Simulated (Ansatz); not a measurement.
## G0W0 on several functionals: Cs2InAgCl6 (Fm-3m)

How much of the starting functional survives in the G0W0 gap of Cs2InAgCl6 (Fm-3m)?

Main program and level: Ansatz 0.2.0; G0W0 on several functionals, plane waves, PAW.

This is a report of a sequence of runs, with most program output left out.

In doubt: one-shot GW on d or f shells is unsure, so the values of those runs are not to be relied on; masses and optical values from hybrid runs of this build are listed as unsure (steps 4, 5), which bears on the screening that GW takes from such a start.

## 1. Starting point

The structure is cubic, space group Fm-3m (No. 225). Conventional cell: a = 10.469 Å, b = 10.469 Å, c = 10.469 Å, α = 90.00°, β = 90.00°, γ = 90.00°. Nearest to Cs lie 12 Cl at 3.70 Å. In has 6 Cl at 2.51 Å nearest. Nearest to Ag lie 6 Cl at 2.72 Å. Cl has 1 In at 2.51 Å and 1 Ag at 2.72 Å and 4 Cs at 3.70 Å nearest. Farther neighbours and most contacts between anions are not listed.

As a file:

```cif
data_structure
_symmetry_space_group_name_H-M 'P 1'
_symmetry_Int_Tables_number 1
_cell_length_a 7.4027
_cell_length_b 7.4027
_cell_length_c 7.4027
_cell_angle_alpha 60.000
_cell_angle_beta 60.000
_cell_angle_gamma 60.000
_cell_volume 286.85
loop_
_atom_site_label
_atom_site_type_symbol
_atom_site_fract_x
_atom_site_fract_y
_atom_site_fract_z
_atom_site_occupancy
Cs1 Cs 0.25000 0.25000 0.25000 1
Cs2 Cs 0.75000 0.75000 0.75000 1
In3 In 0.00000 0.00000 0.00000 1
Ag4 Ag 0.50000 0.50000 0.50000 1
Cl5 Cl 0.76021 0.23979 0.23979 1
Cl6 Cl 0.23979 0.76021 0.23979 1
Cl7 Cl 0.23979 0.76021 0.76021 1
Cl8 Cl 0.76021 0.23979 0.76021 1
Cl9 Cl 0.23979 0.23979 0.76021 1
Cl10 Cl 0.76021 0.76021 0.23979 1
```

The cell and positions come from the Crystallography Open Database and are kept as given unless a step says otherwise. Spin-orbit coupling is left out unless a step names it.

## 2. G0W0 on LDA

Now the one-shot GW correction: screening in the RPA, then the self-energy of the levels asked for. This step takes hard PAW files.

This step: G0W0 on LDA, plane waves, PAW.

The input, input.yaml:

```yaml
crystal:
  lattice:
    - [0.0, 5.2345, 5.2345]
    - [5.2345, 0.0, 5.2345]
    - [5.2345, 5.2345, 0.0]
  atoms:
    - { symbol: Cs, position: [0.25, 0.25, 0.25] }
    - { symbol: Cs, position: [0.75, 0.75, 0.75] }
    - { symbol: In, position: [0.0, 0.0, 0.0] }
    - { symbol: Ag, position: [0.5, 0.5, 0.5] }
    - { symbol: Cl, position: [0.76021, 0.23979, 0.23979] }
    - { symbol: Cl, position: [0.23979, 0.76021, 0.23979] }
    - { symbol: Cl, position: [0.23979, 0.76021, 0.76021] }
    - { symbol: Cl, position: [0.76021, 0.23979, 0.76021] }
    - { symbol: Cl, position: [0.23979, 0.23979, 0.76021] }
    - { symbol: Cl, position: [0.76021, 0.76021, 0.23979] }
kpoints:
  mp_grid: { grid: [4, 4, 4] }
hamiltonian:
  xc: lda
  pseudopotentials: { kind: paw, source: ansatz }
scf:
  occupations: { method: fixed }
gw:
  n_empty_bands: 1573
  ecut_chi: 180.0
  qp_bands: [v3, c3]
  qp_kpoints: band_edges
  screening: { model: contour_deformation }
```

Started as:

```sh
ansatz run input.yaml --threads 16 --pin off --max-ram 82944MiB --backend cuda --events-out ev --progress --plain --runs-dir out --devices 1 --max-vram 78GiB
```

Wall time 2.4 min (1 × NVIDIA GB200 (shared by 2 runs) with 16 threads of Arm Neoverse V2, shared host); peak memory 9.8 GiB.

This step gave:

```yaml
bands_summed: 1623
rpa_eps_infinity_on_this_mesh_eigenvalues: 3.731, 3.731, 3.731
plane_waves_in_the_screening_matrix: 1591
q_points_in_the_mesh: 64
g0w0_gap_on_the_mesh: 2.637 eV
k_of_the_valence_top: 0, 0, 0
k_of_the_conduction_bottom: 0, 0, 0
starting_gap_on_the_mesh: 0.9047 eV
z_at_the_valence_top: 0.7482
z_at_the_conduction_bottom: 0.8032
least_direct_g0w0_gap_on_the_computed_points: 2.637 eV
```

The gap on the mesh goes from 0.90 eV to 2.64 eV, a correction of +1.73 eV. Between the two edge states, bare exchange in place of the xc potential would open the gap by 8.67 eV, and correlation takes back 6.94 eV.

## 3. G0W0 on r2SCAN

One-shot GW remembers its start. Another functional's orbitals and levels show by how much.

This step: G0W0 on r2SCAN, plane waves, PAW.

input.yaml: that of step 2 with these lines changed.

```diff
@@ -19,3 +19,3 @@
 hamiltonian:
-  xc: lda
+  xc: r2scan
   pseudopotentials: { kind: paw, source: ansatz }
```

Wall time 75 s (1 × NVIDIA GB200 (shared by 2 runs) with 16 threads); peak memory 13 GiB; 3.4 min of CPU time.

Numbers from this step:

| Quantity | Value |
| --- | --- |
| bands summed | 1623 |
| RPA ε∞ on this mesh (eigenvalues) | 3.089, 3.089, 3.089 |
| plane waves in the screening matrix | 1591 |
| q-points in the mesh | 64 |
| G0W0 gap on the mesh | 3.148 eV |
| k of the valence top | 0, 0, 0 |
| k of the conduction bottom | 0, 0, 0 |
| starting gap on the mesh | 1.747 eV |
| Z at the valence top | 0.7722 |
| Z at the conduction bottom | 0.8252 |
| least direct G0W0 gap on the computed points | 3.148 eV |

Against the run with 4×4×4 mesh, 1573 empty bands, screening to 180 eV, hard PAW files on LDA, the gap moves by +0.51 eV, while the start moved by +0.84 eV.

## 4. G0W0 on HSE06

This step: G0W0 on HSE06, plane waves, PAW.

input.yaml: that of step 3 with these lines changed.

```diff
@@ -19,3 +19,3 @@
 hamiltonian:
-  xc: r2scan
+  xc: hse06
   pseudopotentials: { kind: paw, source: ansatz }
```

The job ended after 6.7 min (1 × NVIDIA GB200 (shared by 2 runs) with 16 threads; peak memory 11 GiB).

This step gave:

```
bands summed                                 : 1623
RPA ε∞ on this mesh (eigenvalues)            : 2.829, 2.829, 2.829
plane waves in the screening matrix          : 1591
G0W0 gap on the mesh                         : 3.557 eV
k of the valence top                         : 0, 0, 0
k of the conduction bottom                   : 0, 0, 0
starting gap on the mesh                     : 2.576 eV
least direct G0W0 gap on the computed points : 3.557 eV
```

Against the run with 4×4×4 mesh, 1573 empty bands, screening to 180 eV, hard PAW files on r2SCAN, the gap moves by +0.41 eV, while the start moved by +0.83 eV.

## 5. G0W0 on PBE0

This step: G0W0 on PBE0, plane waves, PAW.

input.yaml: that of step 4 with these lines changed.

```diff
@@ -19,3 +19,3 @@
 hamiltonian:
-  xc: hse06
+  xc: pbe0
   pseudopotentials: { kind: paw, source: ansatz }
```

Elapsed: 5.6 min, on 1 × NVIDIA GB200 (shared by 2 runs) with 16 threads; peak memory 10 GiB; 12 min of CPU time.

Numbers from this step:

| Property | Result |
| --- | --- |
| bands summed | 1623 |
| RPA ε∞ on this mesh (eigenvalues) | 2.695, 2.695, 2.695 |
| plane waves in the screening matrix | 1591 |
| G0W0 gap on the mesh | 3.778 eV |
| k of the valence top | 0, 0, 0 |
| k of the conduction bottom | 0, 0, 0 |
| starting gap on the mesh | 3.279 eV |
| least direct G0W0 gap on the computed points | 3.778 eV |

Against the run with 4×4×4 mesh, 1573 empty bands, screening to 180 eV, hard PAW files on HSE06, the gap moves by +0.22 eV, while the start moved by +0.70 eV.

## 6. Side by side

All on the 4×4×4 mesh with 1573 empty bands and screening to 180 eV. Times are wall times on 1 × NVIDIA GB200 (shared by 2 runs) with 16 threads of Arm Neoverse V2, shared host, good to a factor of about two.

```csv
start,starting gap (eV),shift (eV),G0W0 gap (eV),RPA ε∞ (harmonic mean),"Z (valence, conduction)",time
LDA,0.90,+1.73,2.64,3.73,"0.75, 0.80",2.4 min
r2SCAN,1.75,+1.40,3.15,3.09,"0.77, 0.83",75 s
HSE06,2.58,+0.98,3.56,2.83,"0.80, 0.84",6.7 min
PBE0,3.28,+0.50,3.78,2.69,"0.81, 0.85",5.6 min
```

How the two edges are built up, in eV (the quasiparticle level is the starting level plus Σx plus Σc less Vxc):

| run | edge | start | Σx | Σc | Vxc | Z | QP |
| --- | --- | --- | --- | --- | --- | --- | --- |
| LDA | valence top | 4.17 | -28.30 | 3.21 | -24.14 | 0.75 | 3.23 |
| LDA | conduction bottom | 5.08 | -10.30 | -3.72 | -14.81 | 0.80 | 5.87 |
| r2SCAN | valence top | 4.18 | -29.21 | 3.25 | -24.99 | 0.77 | 3.21 |
| r2SCAN | conduction bottom | 5.93 | -9.85 | -3.68 | -13.96 | 0.83 | 6.36 |
| HSE06 | valence top | 3.54 | -27.77 | 2.69 | -24.47 | 0.80 | 2.93 |
| HSE06 | conduction bottom | 6.11 | -9.67 | -3.62 | -13.67 | 0.84 | 6.49 |
| PBE0 | valence top | 3.16 | -27.74 | 2.56 | -24.81 | 0.81 | 2.79 |
| PBE0 | conduction bottom | 6.44 | -9.65 | -3.55 | -13.33 | 0.85 | 6.57 |

For a hybrid start, Vxc holds its share of exact exchange.

## 7. Summary of results

```json
{
 "G0W0@LDA": "2.64 eV (start 0.90 eV)",
 "G0W0@r2SCAN": "3.15 eV (start 1.75 eV)",
 "G0W0@HSE06": "3.56 eV (start 2.58 eV)",
 "G0W0@PBE0": "3.78 eV (start 3.28 eV)",
 "known limits": "not at the basis limit; d shell near the gap, gap tends to lie low; no spin-orbit coupling"
}
```

In words: The starting gaps span 2.37 eV and the G0W0 gaps 1.14 eV. Between LDA and PBE0, 1.14 eV of the 2.37 eV survives, 48 %. PBE0 screens less than LDA (ε∞ 2.69 against 3.73). Of the 1.14 eV by which its G0W0 gap is higher, the correlation part gives +0.82 eV, and exchange with the one-particle terms, which follow the orbitals, +0.32 eV. The smallest correction, +0.50 eV, is on PBE0, the start nearest to reproducing itself. Bands and cutoff are finite, so the gap is not at the basis limit. The miss can reach some tenths of an eV and take either sign; the mesh is an error of its own. A d shell, filled or nearly so, lies near the gap. One-shot GW converges very slowly in bands there, not always from below, and on a semilocal start the gap tends to come out low; starts rich in exact exchange can overshoot instead. The many-body steps are scalar-relativistic: spin-orbit coupling is not in them.

[Paths, hosts, dates, memory and timing lines, banners, echoed tables and standing remarks are left out of the program output.]

[Logs are printed without paths, hosts, clocks, repeated set-up lines and the standing remarks that a program may print on its own settings, such as how far it seeks lower states.]

[Runs of the session that timed out or met a known fault of the program may be left out.]

[Cells called generated may have been cut or substituted from an entry of the Crystallography Open Database or the Materials Project.]

[Hosts, paths, dates, database ids (printed as entryN), source tags and the programs' standing remarks are cut or masked in the printed files.]
